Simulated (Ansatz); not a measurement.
## How many bands does the GW gap of BiOCl (P4/nmm) need?

Aim: see how the G0W0 gap of BiOCl (P4/nmm) on r2SCAN moves with empty bands and screening cutoff, and what each rung costs.

Calculated with Ansatz 0.2.0; G0W0 on r2SCAN, plane waves, PAW.

This is a report of a sequence of runs, with most program output left out.

### 1. Starting point

It takes space group P4/nmm (No. 129, tetragonal). The conventional cell has a = 3.886 Å, b = 3.886 Å, c = 7.349 Å, α = 90.00°, β = 90.00°, γ = 90.00°. Nearest to Bi lie 4 O at 2.31 Å and 4 Cl at 3.06 Å. Nearest to Cl lie 4 Bi at 3.06 Å. Nearest to O lie 4 Bi at 2.31 Å. Farther neighbours and most contacts between anions are not listed.

As a file:

```cif
data_structure
_symmetry_space_group_name_H-M 'P 1'
_symmetry_Int_Tables_number 1
_cell_length_a 3.8855
_cell_length_b 3.8855
_cell_length_c 7.3489
_cell_angle_alpha 90.000
_cell_angle_beta 90.000
_cell_angle_gamma 90.000
_cell_volume 110.95
loop_
_atom_site_label
_atom_site_type_symbol
_atom_site_fract_x
_atom_site_fract_y
_atom_site_fract_z
_atom_site_occupancy
Bi1 Bi 0.50000 0.00000 0.32904 1
Bi2 Bi 0.00000 0.50000 0.67096 1
Cl3 Cl 0.00000 0.50000 0.14720 1
Cl4 Cl 0.50000 0.00000 0.85280 1
O5 O 0.00000 0.00000 0.50000 1
O6 O 0.50000 0.50000 0.50000 1
```

The cell and positions come from the Crystallography Open Database and are kept as given unless a step says otherwise. Spin-orbit coupling is left out unless a step names it.

### 2. 290 empty bands, screening to 110 eV

G0W0 replaces the xc potential by the self-energy, built once from these orbitals. Only a window of levels is corrected, while the sums run over the empty bands that the input names. This step takes hard PAW files.

Contents of input.yaml:

```yaml
crystal:
  lattice:
    - [3.88551, 0.0, 0.0]
    - [0.0, 3.88551, 0.0]
    - [0.0, 0.0, 7.3489]
  atoms:
    - { symbol: Bi, position: [0.5, 0.0, 0.32904] }
    - { symbol: Bi, position: [0.0, 0.5, 0.67096] }
    - { symbol: Cl, position: [0.0, 0.5, 0.1472] }
    - { symbol: Cl, position: [0.5, 0.0, 0.8528] }
    - { symbol: O, position: [0.0, 0.0, 0.5] }
    - { symbol: O, position: [0.5, 0.5, 0.5] }
kpoints:
  mp_grid: { grid: [6, 6, 4] }
hamiltonian:
  xc: r2scan
  pseudopotentials: { kind: paw, source: ansatz }
scf:
  occupations: { method: fixed }
gw:
  n_empty_bands: 290
  ecut_chi: 110.0
  qp_bands: [v2, c2]
  qp_kpoints: band_edges
  screening: { model: contour_deformation }
```

Command:

```sh
> ansatz run input.yaml --threads 4 --pin off --max-ram 138240MiB --backend cuda --events-out ev --progress --plain --runs-dir out --devices 1 --max-vram 26GiB
```

The job ended after 2.3 min (1 × NVIDIA H100 80GB HBM3 (shared by 3 runs) with 4 threads of AMD EPYC 7R13 (Zen 3), shared host; peak memory 3.7 GiB; 4.3 min of CPU time).

This step gave:

| Quantity | Value |
| --- | --- |
| bands summed | 326 |
| RPA ε∞ on this mesh (eigenvalues) | 4.383, 5.508, 5.508 |
| plane waves in the screening matrix | 289 |
| q-points in the mesh | 144 |
| G0W0 gap on the mesh | 3.711 eV |
| k of the valence top | 0, 0.3333, -0.5 |
| k of the conduction bottom | 0, 0, -0.5 |
| starting gap on the mesh | 3.098 eV |
| Z at the valence top | 0.7770 |
| Z at the conduction bottom | 0.8285 |
| least direct G0W0 gap on the computed points | 3.966 eV |

The gap on the mesh goes from 3.10 eV to 3.71 eV, a correction of +0.61 eV. Between the two edge states, bare exchange in place of the xc potential would open the gap by 6.71 eV, and correlation takes back 6.10 eV.

### 3. 659 empty bands, screening to 190 eV

Another rung: the empty bands reach about as high as the screening cutoff, so the two stay in balance.

Changes to input.yaml since step 2:

```diff
@@ -20,4 +20,4 @@
 gw:
-  n_empty_bands: 290
-  ecut_chi: 110.0
+  n_empty_bands: 659
+  ecut_chi: 190.0
   qp_bands: [v2, c2]
```

Run time: 4.3 min. Hardware: 1 × NVIDIA H100 80GB HBM3 (shared by 3 runs) with 4 threads; peak memory 7.4 GiB.

This step gave:

| Item | Value |
| --- | --- |
| bands summed | 695 |
| RPA ε∞ on this mesh (eigenvalues) | 4.363, 5.467, 5.467 |
| plane waves in the screening matrix | 669 |
| q-points in the mesh | 144 |
| G0W0 gap on the mesh | 3.861 eV |
| k of the valence top | 0, 0.3333, -0.5 |
| k of the conduction bottom | 0, 0, -0.5 |
| starting gap on the mesh | 3.098 eV |
| Z at the valence top | 0.7741 |
| Z at the conduction bottom | 0.8272 |
| least direct G0W0 gap on the computed points | 4.116 eV |

Against the run with 6×6×4 mesh, 290 empty bands, screening to 110 eV, hard PAW files, the gap moves by +0.15 eV.

### 4. 1117 empty bands, screening to 270 eV

Changes to input.yaml since step 3:

```diff
@@ -20,4 +20,4 @@
 gw:
-  n_empty_bands: 659
-  ecut_chi: 190.0
+  n_empty_bands: 1117
+  ecut_chi: 270.0
   qp_bands: [v2, c2]
```

It took 8.6 min on 1 × NVIDIA H100 80GB HBM3 (shared by 3 runs) with 4 threads; peak memory 14 GiB; 17 min of CPU time.

Numbers from this step:

- bands summed: 1153
- RPA ε∞ on this mesh (eigenvalues): 4.360, 5.457, 5.457
- plane waves in the screening matrix: 1131
- G0W0 gap on the mesh: 3.933 eV
- k of the valence top: 0, 0.3333, -0.5
- k of the conduction bottom: 0, 0, -0.5
- starting gap on the mesh: 3.098 eV
- least direct G0W0 gap on the computed points: 4.200 eV

Against the run with 6×6×4 mesh, 659 empty bands, screening to 190 eV, hard PAW files, the gap moves by +0.07 eV.

### 5. Changing the k mesh: 8×8×4 mesh, 290 empty bands, screening to 110 eV, hard PAW files

A second mesh at equal bands and cutoff isolates the sampling error. Bands and cutoff differ from the step before, so it is read against an earlier run that matches them.

Changes to input.yaml since step 4:

```diff
@@ -13,3 +13,3 @@
 kpoints:
-  mp_grid: { grid: [6, 6, 4] }
+  mp_grid: { grid: [8, 8, 4] }
 hamiltonian:
@@ -20,4 +20,4 @@
 gw:
-  n_empty_bands: 1117
-  ecut_chi: 270.0
+  n_empty_bands: 290
+  ecut_chi: 110.0
   qp_bands: [v2, c2]
```

Elapsed: 4.3 min, on 1 × NVIDIA H100 80GB HBM3 (shared by 3 runs) with 4 threads; peak memory 4.7 GiB.

This step gave:

| Property | Result |
| --- | --- |
| bands summed | 326 |
| RPA ε∞ on this mesh (eigenvalues) | 4.383, 5.507, 5.507 |
| plane waves in the screening matrix | 289 |
| G0W0 gap on the mesh | 3.698 eV |
| k of the valence top | 0, 0.375, -0.5 |
| k of the conduction bottom | 0, 0, -0.5 |
| starting gap on the mesh | 3.059 eV |
| least direct G0W0 gap on the computed points | 3.965 eV |

Against the run with 6×6×4 mesh, 290 empty bands, screening to 110 eV, hard PAW files, the gap moves by −0.013 eV, while the start moved by −0.04 eV. A band edge is found at another k point on this mesh.

### 6. Convergence and cost

Times are wall times on 1 × NVIDIA H100 80GB HBM3 (shared by 3 runs) with 4 threads of AMD EPYC 7R13 (Zen 3), shared host, good to a factor of about two.

```tsv
mesh	files	frequency	bands summed	cutoff (eV)	start (eV)	G0W0 (eV)	time	host memory (GiB)
6×6×4	hard PAW	contour deformation	326	110	3.098	3.711	2.3 min	3.7
6×6×4	hard PAW	contour deformation	695	190	3.098	3.861	4.3 min	7.4
6×6×4	hard PAW	contour deformation	1153	270	3.098	3.933	8.6 min	14
8×8×4	hard PAW	contour deformation	326	110	3.059	3.698	4.3 min	4.7
```

How the two edges are built up, in eV (the quasiparticle level is the starting level plus Σx plus Σc less Vxc):

```tsv
run	edge	start	Σx	Σc	Vxc	Z	QP
326 bands	valence top	8.50	-22.45	2.66	-19.52	0.78	8.24
326 bands	conduction bottom	11.60	-9.73	-3.44	-13.51	0.83	11.95
695 bands	valence top	8.50	-22.45	2.38	-19.52	0.77	7.95
695 bands	conduction bottom	11.60	-9.73	-3.57	-13.51	0.83	11.81
1153 bands	valence top	8.50	-22.45	2.25	-19.52	0.77	7.82
1153 bands	conduction bottom	11.60	-9.73	-3.63	-13.51	0.83	11.75
```

### 7. Summary of results

```yaml
326_bands_110_ev: 3.711 eV
695_bands_190_ev: 3.861 eV
1153_bands_270_ev: 3.933 eV
estimated_limit_in_bands_and_cutoff: 4.04 eV
mesh_and_start: 6×6×4, r2SCAN
```

A line in one over the bands through the two highest rungs gives 4.04 eV, +0.11 eV from the top rung; the pair below gives 3.99 eV, so the estimate is still climbing. The rungs stand 0.33 eV (326 bands), 0.18 eV (695 bands) and 0.11 eV (1153 bands) from it. From 326 to 1153 bands the gap moves by +0.22 eV while the time grows 3.7-fold. Σc changes by −0.42 eV at the valence top and −0.20 eV at the conduction bottom, so the valence edge carries most of the change. On the 8×8×4 mesh in place of 6×6×4 the gap differs by −0.01 eV, of which −0.04 eV is already in the start. Gaps are over the mesh's points; an edge off the mesh would be missed. Where an edge is built on 6p states of lead, bismuth or thallium, scalar-relativistic gaps usually stand too wide, by a few tenths to over one eV. The many-body steps are scalar-relativistic: spin-orbit coupling is not in them.

[Paths, hosts, dates, memory and timing lines, banners, echoed tables and standing remarks are left out of the program output.]

[Logs are printed without paths, hosts, clocks, repeated set-up lines and the standing remarks that a program may print on its own settings, such as how far it seeks lower states.]

[Runs of the session that timed out or met a known fault of the program may be left out.]

[Cells called generated may have been cut or substituted from an entry of the Crystallography Open Database or the Materials Project.]

[Hosts, paths, dates, database ids (printed as entryN), source tags and the programs' standing remarks are cut or masked in the printed files.]
